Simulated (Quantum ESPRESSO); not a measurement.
**E(q) of MnS (Browneite) from supercells**

This program has no spiral boundary conditions, so spirals of MnS (Browneite) are built in supercells. What do they cost, in energy and in time?

Program: Quantum ESPRESSO 7.5. Level of theory: LDA; plane waves with GBRV 1.5 LDA potentials, no spin-orbit coupling, flat spiral in a supercell. Results are calculated unless marked as measured.

## Step 1: The starting structure

The structure is cubic, space group F-43m (No. 216). The conventional cell has a = 5.600 Å, b = 5.600 Å, c = 5.600 Å, α = 90.00°, β = 90.00°, γ = 90.00°. Nearest to Mn lie 4 S at 2.42 Å. Nearest to S lie 4 Mn at 2.42 Å. Farther neighbours and most contacts between anions are not listed.

Coordinates:

```cif
data_structure
_symmetry_space_group_name_H-M 'F-43m'
_symmetry_Int_Tables_number 216
_cell_length_a 5.6000
_cell_length_b 5.6000
_cell_length_c 5.6000
_cell_angle_alpha 90.000
_cell_angle_beta 90.000
_cell_angle_gamma 90.000
_cell_volume 175.62
loop_
_atom_site_label
_atom_site_type_symbol
_atom_site_symmetry_multiplicity
_atom_site_Wyckoff_symbol
_atom_site_fract_x
_atom_site_fract_y
_atom_site_fract_z
_atom_site_occupancy
Mn1 Mn 4 a 0.00000 0.00000 0.00000 1
S1 S 4 d 0.25000 0.25000 0.75000 1
```

The cell comes from the Crystallography Open Database.

## Step 2: Parallel moments, one cell

The input, pw.in:

```
&CONTROL
  calculation = 'scf'
  prefix = 'pwscf'
  outdir = './tmp'
  pseudo_dir = './pseudo'
  disk_io = 'nowf'
/
&SYSTEM
  ibrav = 0
  nat = 2
  ntyp = 2
  ecutwfc = 34
  ecutrho = 238
  nbnd = 34
  occupations = 'smearing'
  smearing = 'fd'
  degauss = 0.00367493
  noncolin = .true.
  starting_magnetization(1) = 0.3
  angle1(1) = 90
  angle2(1) = 0
  starting_magnetization(2) = 0
/
&ELECTRONS
  conv_thr = 4d-09
  electron_maxstep = 150
  mixing_beta = 0.3
/
ATOMIC_SPECIES
Mn     54.9380 mn_lda_v1.5.uspp.F.UPF
S      32.0600 s_lda_v1.4.uspp.F.UPF
CELL_PARAMETERS angstrom
   0.0000000000    2.8000000000    2.8000000000
   2.8000000000    0.0000000000    2.8000000000
   2.8000000000    2.8000000000    0.0000000000
ATOMIC_POSITIONS crystal
Mn      0.0000000000    0.0000000000    0.0000000000
S       0.2500000000    0.2500000000    0.2500000000
K_POINTS automatic
4 4 12 0 0 0
```

The run is started by

```sh
$ OMP_NUM_THREADS=1 mpirun -n 2 pw.x -nk 2 -in pw.in > pw.out
```

Log:

```text
Program PWSCF v.7.5 starts

     Message from routine setup:
     using ibrav=0 with symmetry is DISCOURAGED, use correct ibrav instead

     K-points division:     npool     =       2
     Subspace diagonalization in iterative solution of the eigenvalue problem:

     G-vector sticks info
     --------------------
     sticks:   dense  smooth     PW     G-vecs:    dense   smooth      PW
     Sum         925     517    163                18421     7823    1459

     Using Slab Decomposition

     bravais-lattice index     =            0
     lattice parameter (alat)  =       7.4829  a.u.
     unit-cell volume          =     296.2789 (a.u.)^3
     number of atoms/cell      =            2
     number of atomic types    =            2
     number of electrons       =        21.00
     number of Kohn-Sham states=           34
     kinetic-energy cutoff     =      34.0000  Ry
     charge density cutoff     =     238.0000  Ry
     scf convergence threshold =      4.0E-09
     mixing beta               =       0.3000
     number of iterations used =            8  plain     mixing
     Exchange-correlation=  SLA  PZ   NOGX NOGC
                           (   1   1   0   0   0   0   0)
     Noncollinear calculation without spin-orbit

     celldm(1)=   7.482934  celldm(2)=   0.000000  celldm(3)=   0.000000
     celldm(4)=   0.000000  celldm(5)=   0.000000  celldm(6)=   0.000000

     crystal axes: (cart. coord. in units of alat)
               a(1) = (   0.000000   0.707107   0.707107 )
               a(2) = (   0.707107   0.000000   0.707107 )
               a(3) = (   0.707107   0.707107   0.000000 )

     reciprocal axes: (cart. coord. in units 2 pi/alat)
               b(1) = ( -0.707107  0.707107  0.707107 )
               b(2) = (  0.707107 -0.707107  0.707107 )
               b(3) = (  0.707107  0.707107 -0.707107 )

     PseudoPot. # 1 for Mn read from file:
     mn_lda_v1.5.uspp.F.UPF
     Pseudo is Ultrasoft + core correction, Zval = 15.0
     Generated by new atomic code, or converted to UPF format
     Using radial grid of  859 points,  6 beta functions with:
                l(1) =   0
                l(2) =   0
                l(3) =   1
                l(4) =   1
                l(5) =   2
                l(6) =   2
     Q(r) pseudized with  8 coefficients,  rinner =    0.950   0.950   0.950
                                                       0.950   0.950

     PseudoPot. # 2 for S  read from file:
     s_lda_v1.4.uspp.F.UPF
     Pseudo is Ultrasoft + core correction, Zval =  6.0
     Generated by new atomic code, or converted to UPF format
     Using radial grid of  907 points,  6 beta functions with:
                l(1) =   0
                l(2) =   0
                l(3) =   1
                l(4) =   1
                l(5) =   2
                l(6) =   2
     Q(r) pseudized with  8 coefficients,  rinner =    1.300   1.300   1.300
                                                       1.300   1.300

     atomic species   valence    mass     pseudopotential
     Mn               15.00    54.93800     Mn( 1.00)
     S                 6.00    32.06000     S ( 1.00)

      8 Sym. Ops. (no inversion) found

   Cartesian axes

     site n.     atom                  positions (alat units)
         1        Mn     tau(   1) = (   0.0000000   0.0000000   0.0000000  )
         2        S      tau(   2) = (   0.3535534   0.3535534   0.3535534  )

     number of k points=    80  Fermi-Dirac smearing, width (Ry)=  0.0037
                       cart. coord. in units 2pi/alat
        k(    1) = (   0.0000000   0.0000000   0.0000000), wk =   0.0052083
        k(    2) = (   0.0589256   0.0589256  -0.0589256), wk =   0.0104167
        k(    3) = (   0.1178511   0.1178511  -0.1178511), wk =   0.0104167
        k(    4) = (   0.1767767   0.1767767  -0.1767767), wk =   0.0416667
        k(    5) = (   0.2357023   0.2357023  -0.2357023), wk =   0.0104167
        [... 75 further k-points ...]

     Dense  grid:    18421 G-vectors     FFT dimensions: (  40,  40,  40)

     Smooth grid:     7823 G-vectors     FFT dimensions: (  27,  27,  27)

     Check: negative core charge=   -0.000019
     Generating pointlists ...
     new r_m :   0.2526 (alat units)  1.8902 (a.u.) for type    1
     new r_m :   0.2526 (alat units)  1.8902 (a.u.) for type    2

     Initial potential from superposition of free atoms

     starting charge      20.4999, renormalised to      21.0000

 ==============================================================================
     atom number    1 relative position :    0.0000   0.0000   0.0000
     charge :    13.217851  (integrated on a sphere of radius 0.253)
     magnetization :          3.913124    0.000000    0.000000
     magnetization/charge:    0.296048    0.000000    0.000000
     polar coord.: r, theta, phi [deg] :     3.913124   90.000000    0.000000

 ==============================================================================

 ==============================================================================
     atom number    2 relative position :    0.3536   0.3536   0.3536
     charge :     4.071242  (integrated on a sphere of radius 0.253)
     magnetization :          0.052611    0.000000    0.000000
     magnetization/charge:    0.012923    0.000000    0.000000
     polar coord.: r, theta, phi [deg] :     0.052611   90.000000    0.000000

 ==============================================================================
     Starting wfcs are   34 randomized atomic wfcs

     Self-consistent Calculation

     iteration #  1     ecut=    34.00 Ry     beta= 0.30
     Davidson diagonalization with overlap
     ethr =  1.00E-02,  avg # of iterations =  4.5

     total energy              =    -235.10925763 Ry
     estimated scf accuracy    <       0.73713980 Ry

     total magnetization       =     4.35     0.00    -0.00 Bohr mag/cell
     absolute magnetization    =     4.35 Bohr mag/cell

     iteration #  2     ecut=    34.00 Ry     beta= 0.30
     Davidson diagonalization with overlap
     ethr =  3.51E-03,  avg # of iterations =  2.2

     total energy              =    -235.28337774 Ry
     estimated scf accuracy    <       0.06569463 Ry

     total magnetization       =     4.50    -0.00     0.00 Bohr mag/cell
     absolute magnetization    =     4.50 Bohr mag/cell

     iteration #  3     ecut=    34.00 Ry     beta= 0.30
     Davidson diagonalization with overlap
     ethr =  3.13E-04,  avg # of iterations =  2.0

     total energy              =    -235.29486764 Ry
     estimated scf accuracy    <       0.00973437 Ry

     total magnetization       =     4.67     0.00    -0.00 Bohr mag/cell
     absolute magnetization    =     4.67 Bohr mag/cell

     [... further iterations left out ...]

     iteration # 15     ecut=    34.00 Ry     beta= 0.30
     Davidson diagonalization with overlap
     ethr =  4.32E-09,  avg # of iterations =  1.0

     total energy              =    -235.29634463 Ry
     estimated scf accuracy    <       0.00000316 Ry

     total magnetization       =     4.72     0.00     0.00 Bohr mag/cell
     absolute magnetization    =     4.72 Bohr mag/cell

     iteration # 16     ecut=    34.00 Ry     beta= 0.30
     Davidson diagonalization with overlap
     ethr =  4.32E-09,  avg # of iterations =  1.0

     total energy              =    -235.29634420 Ry
     estimated scf accuracy    <       0.00000219 Ry

     total magnetization       =     4.72    -0.00     0.00 Bohr mag/cell
     absolute magnetization    =     4.72 Bohr mag/cell

     iteration # 17     ecut=    34.00 Ry     beta= 0.30
     Davidson diagonalization with overlap
     ethr =  4.32E-09,  avg # of iterations =  1.6

     total energy              =    -235.29634390 Ry
     estimated scf accuracy    <       0.00000079 Ry

     total magnetization       =     4.72     0.00     0.00 Bohr mag/cell
     absolute magnetization    =     4.72 Bohr mag/cell

     iteration # 18     ecut=    34.00 Ry     beta= 0.30
     Davidson diagonalization with overlap
     ethr =  3.78E-09,  avg # of iterations =  2.0

 ==============================================================================
     atom number    1 relative position :    0.0000   0.0000   0.0000
     charge :    12.957688  (integrated on a sphere of radius 0.253)
     magnetization :          4.017813    0.000000    0.000000
     magnetization/charge:    0.310072    0.000000    0.000000
     polar coord.: r, theta, phi [deg] :     4.017813   90.000000    0.000000

 ==============================================================================

 ==============================================================================
     atom number    2 relative position :    0.3536   0.3536   0.3536
     charge :     4.174780  (integrated on a sphere of radius 0.253)
     magnetization :          0.117019   -0.000000    0.000000
     magnetization/charge:    0.028030   -0.000000    0.000000
     polar coord.: r, theta, phi [deg] :     0.117019   90.000000   -0.000000

 ==============================================================================

     End of self-consistent calculation

     [... lines left out ...]
     the Fermi energy is     6.9543 ev

!    total energy              =    -235.29634405 Ry
     estimated scf accuracy    <          7.0E-10 Ry
     smearing contrib. (-TS)   =      -0.00095548 Ry
     internal energy E=F+TS    =    -235.29538857 Ry

     The total energy is F=E-TS. E is the sum of the following terms:
     one-electron contribution =    -158.27301394 Ry
     hartree contribution      =      84.39634584 Ry
     xc contribution           =     -34.69991612 Ry
     ewald contribution        =    -126.71880435 Ry

     total magnetization       =     4.72    -0.00     0.00 Bohr mag/cell
     absolute magnetization    =     4.72 Bohr mag/cell

     convergence has been achieved in  18 iterations

=------------------------------------------------------------------------------=
   JOB DONE.
=------------------------------------------------------------------------------=
```

Elapsed: 79 s, on 2 MPI ranks of Intel Xeon Platinum 8375C at 2.90GHz (Ice Lake), shared host; peak memory 0.29 GiB; 2.6 min of CPU time.

Spin moment in the atom's sphere by atom:

```csv
atom,x (μB),y (μB),z (μB),size
Mn1,4.02,0.00,0.00,4.02
S2,0.12,0.00,0.00,0.12
```

Numbers from this step:

- smearing term TS: 0.01300 eV
- magnetization: 4.725, 0, 0 μB
- absolute magnetization: 4.725 μB
- final state: ferromagnetic

## Step 3: One turn in 2 cells along the input cell's c

Neighbouring cells are turned by 180° in the xy plane; the cell holds 4 atoms.

The input, pw.in:

```
&CONTROL
  calculation = 'scf'
  prefix = 'pwscf'
  outdir = './tmp'
  pseudo_dir = './pseudo'
  disk_io = 'nowf'
/
&SYSTEM
  ibrav = 0
  nat = 4
  ntyp = 4
  ecutwfc = 34
  ecutrho = 238
  nbnd = 60
  occupations = 'smearing'
  smearing = 'fd'
  degauss = 0.00367493
  noncolin = .true.
  starting_magnetization(1) = 0.3
  angle1(1) = 90
  angle2(1) = 0
  starting_magnetization(2) = 0.3
  angle1(2) = 90
  angle2(2) = 180
  starting_magnetization(3) = 0
  starting_magnetization(4) = 0
/
&ELECTRONS
  conv_thr = 8d-09
  electron_maxstep = 150
  mixing_beta = 0.3
/
ATOMIC_SPECIES
Mn1    54.9380 mn_lda_v1.5.uspp.F.UPF
Mn2    54.9380 mn_lda_v1.5.uspp.F.UPF
S1     32.0600 s_lda_v1.4.uspp.F.UPF
S2     32.0600 s_lda_v1.4.uspp.F.UPF
CELL_PARAMETERS angstrom
   0.0000000000    2.8000000000    2.8000000000
   2.8000000000    0.0000000000    2.8000000000
   5.6000000000    5.6000000000    0.0000000000
ATOMIC_POSITIONS crystal
Mn1     0.0000000000    0.0000000000    0.0000000000
Mn2     0.0000000000    0.0000000000    0.5000000000
S1      0.2500000000    0.2500000000    0.1250000000
S2      0.2500000000    0.2500000000    0.6250000000
K_POINTS automatic
4 4 6 0 0 0
```

Log:

```text
     [... lines left out ...]
Program PWSCF v.7.5 starts
     [... lines left out ...]
     number of atoms/cell      =            4
     [... lines left out ...]
     number of electrons       =        42.00
     number of Kohn-Sham states=           60
     kinetic-energy cutoff     =      34.0000  Ry
     charge density cutoff     =     238.0000  Ry
     scf convergence threshold =      8.0E-09
     [... lines left out ...]
     Noncollinear calculation without spin-orbit
     [... lines left out ...]
      2 Sym. Ops. (no inversion) found
     [... lines left out ...]
     number of k points=    52  Fermi-Dirac smearing, width (Ry)=  0.0037
     [... lines left out ...]
     iteration # 11     ecut=    34.00 Ry     beta= 0.30
     [... lines left out ...]
     atom number    1 relative position :    0.0000   0.0000   0.0000
     [... lines left out ...]
     magnetization :          3.930204    0.000049   -0.000049
     [... lines left out ...]
     atom number    2 relative position :    0.7071   0.7071   0.0000
     [... lines left out ...]
     magnetization :         -3.930188   -0.000042    0.000042
     [... lines left out ...]
     atom number    3 relative position :    0.3536   0.3536   0.3536
     [... lines left out ...]
     magnetization :          0.068258    0.000001   -0.000001
     [... lines left out ...]
     atom number    4 relative position :    1.0607   1.0607   0.3536
     [... lines left out ...]
     magnetization :         -0.068262   -0.000001    0.000001
     [... lines left out ...]
     the Fermi energy is     7.0362 ev
!    total energy              =    -470.62797153 Ry
     estimated scf accuracy    <          6.8E-09 Ry
     smearing contrib. (-TS)   =      -0.00002795 Ry
     [... lines left out ...]
     total magnetization       =    -0.00     0.00    -0.00 Bohr mag/cell
     absolute magnetization    =     8.96 Bohr mag/cell
     convergence has been achieved in  11 iterations
```

Wall time 2.5 min (2 MPI ranks); peak memory 0.53 GiB; 5.1 min of CPU time.

Spin moment in the atom's sphere by atom:

```csv
atom,x (μB),y (μB),z (μB),size
Mn1,3.93,0.00,0.00,3.93
Mn2,-3.93,0.00,0.00,3.93
S3,0.07,0.00,0.00,0.07
S4,-0.07,0.00,0.00,0.07
```

Read from the output:

```
smearing term TS       : 3.80e-4 eV
magnetization          : 0, 0, 0 μB
absolute magnetization : 8.955 μB
final state            : antiferromagnetic
```

## Step 4: One turn in 3 cells along the input cell's c

Neighbouring cells are turned by 120° in the xy plane; the cell holds 6 atoms.

The input, pw.in:

```
&CONTROL
  calculation = 'scf'
  prefix = 'pwscf'
  outdir = './tmp'
  pseudo_dir = './pseudo'
  disk_io = 'nowf'
/
&SYSTEM
  ibrav = 0
  nat = 6
  ntyp = 6
  ecutwfc = 34
  ecutrho = 238
  nbnd = 84
  occupations = 'smearing'
  smearing = 'fd'
  degauss = 0.00367493
  noncolin = .true.
  starting_magnetization(1) = 0.3
  angle1(1) = 90
  angle2(1) = 0
  starting_magnetization(2) = 0.3
  angle1(2) = 90
  angle2(2) = 120
  starting_magnetization(3) = 0.3
  angle1(3) = 90
  angle2(3) = -120
  starting_magnetization(4) = 0
  starting_magnetization(5) = 0
  starting_magnetization(6) = 0
/
&ELECTRONS
  conv_thr = 1.2d-08
  electron_maxstep = 150
  mixing_beta = 0.3
/
ATOMIC_SPECIES
Mn1    54.9380 mn_lda_v1.5.uspp.F.UPF
Mn2    54.9380 mn_lda_v1.5.uspp.F.UPF
Mn3    54.9380 mn_lda_v1.5.uspp.F.UPF
S1     32.0600 s_lda_v1.4.uspp.F.UPF
S2     32.0600 s_lda_v1.4.uspp.F.UPF
S3     32.0600 s_lda_v1.4.uspp.F.UPF
CELL_PARAMETERS angstrom
   0.0000000000    2.8000000000    2.8000000000
   2.8000000000    0.0000000000    2.8000000000
   8.4000000000    8.4000000000    0.0000000000
ATOMIC_POSITIONS crystal
Mn1     0.0000000000    0.0000000000    0.0000000000
Mn2     0.0000000000    0.0000000000    0.3333333333
Mn3     0.0000000000    0.0000000000    0.6666666667
S1      0.2500000000    0.2500000000    0.0833333333
S2      0.2500000000    0.2500000000    0.4166666667
S3      0.2500000000    0.2500000000    0.7500000000
K_POINTS automatic
4 4 4 0 0 0
```

Log:

```text
     [... lines left out ...]
Program PWSCF v.7.5 starts
     [... lines left out ...]
     number of atoms/cell      =            6
     [... lines left out ...]
     number of electrons       =        63.00
     number of Kohn-Sham states=           84
     kinetic-energy cutoff     =      34.0000  Ry
     charge density cutoff     =     238.0000  Ry
     scf convergence threshold =      1.2E-08
     [... lines left out ...]
     Noncollinear calculation without spin-orbit
     [... lines left out ...]
     No symmetry found
     [... lines left out ...]
     number of k points=    64  Fermi-Dirac smearing, width (Ry)=  0.0037
     [... lines left out ...]
     iteration # 13     ecut=    34.00 Ry     beta= 0.30
     [... lines left out ...]
     atom number    1 relative position :    0.0000   0.0000   0.0000
     [... lines left out ...]
     magnetization :          3.967932    0.000085    0.000002
     [... lines left out ...]
     atom number    2 relative position :    0.7071   0.7071   0.0000
     [... lines left out ...]
     magnetization :         -1.983990    3.436313   -0.000000
     [... lines left out ...]
     atom number    3 relative position :    1.4142   1.4142   0.0000
     [... lines left out ...]
     magnetization :         -1.983878   -3.436375    0.000035
     [... lines left out ...]
     atom number    4 relative position :    0.3536   0.3536   0.3536
     [... lines left out ...]
     magnetization :          0.082772    0.023053    0.000000
     [... lines left out ...]
     atom number    5 relative position :    1.0607   1.0607   0.3536
     [... lines left out ...]
     magnetization :         -0.061349    0.060155    0.000000
     [... lines left out ...]
     atom number    6 relative position :    1.7678   1.7678   0.3536
     [... lines left out ...]
     magnetization :         -0.021421   -0.083210    0.000001
     [... lines left out ...]
     the Fermi energy is     7.0563 ev
!    total energy              =    -705.92888352 Ry
     estimated scf accuracy    <          5.1E-09 Ry
     smearing contrib. (-TS)   =      -0.00036017 Ry
     [... lines left out ...]
     total magnetization       =     0.00     0.00     0.00 Bohr mag/cell
     absolute magnetization    =    13.75 Bohr mag/cell
     convergence has been achieved in  13 iterations
```

Run time: 9.2 min. Hardware: 2 MPI ranks; peak memory 0.94 GiB; 18 min of CPU time.

(Part 1 of 2 ends here.)

[Logs and program files are shortened in this print: banners, set-up blocks, solver, clock and traceback lines can be left out without a mark of their own.]

[Logs are printed without paths, hosts, clocks, repeated set-up lines and the standing remarks that a program may print on its own settings, such as how far it seeks lower states.]

[Hosts, paths, dates, database ids (printed as entryN), source tags and the programs' standing remarks are cut or masked in the printed files.]

[Where a cell is said to come from a database of computed structures, the database is the Materials Project.]
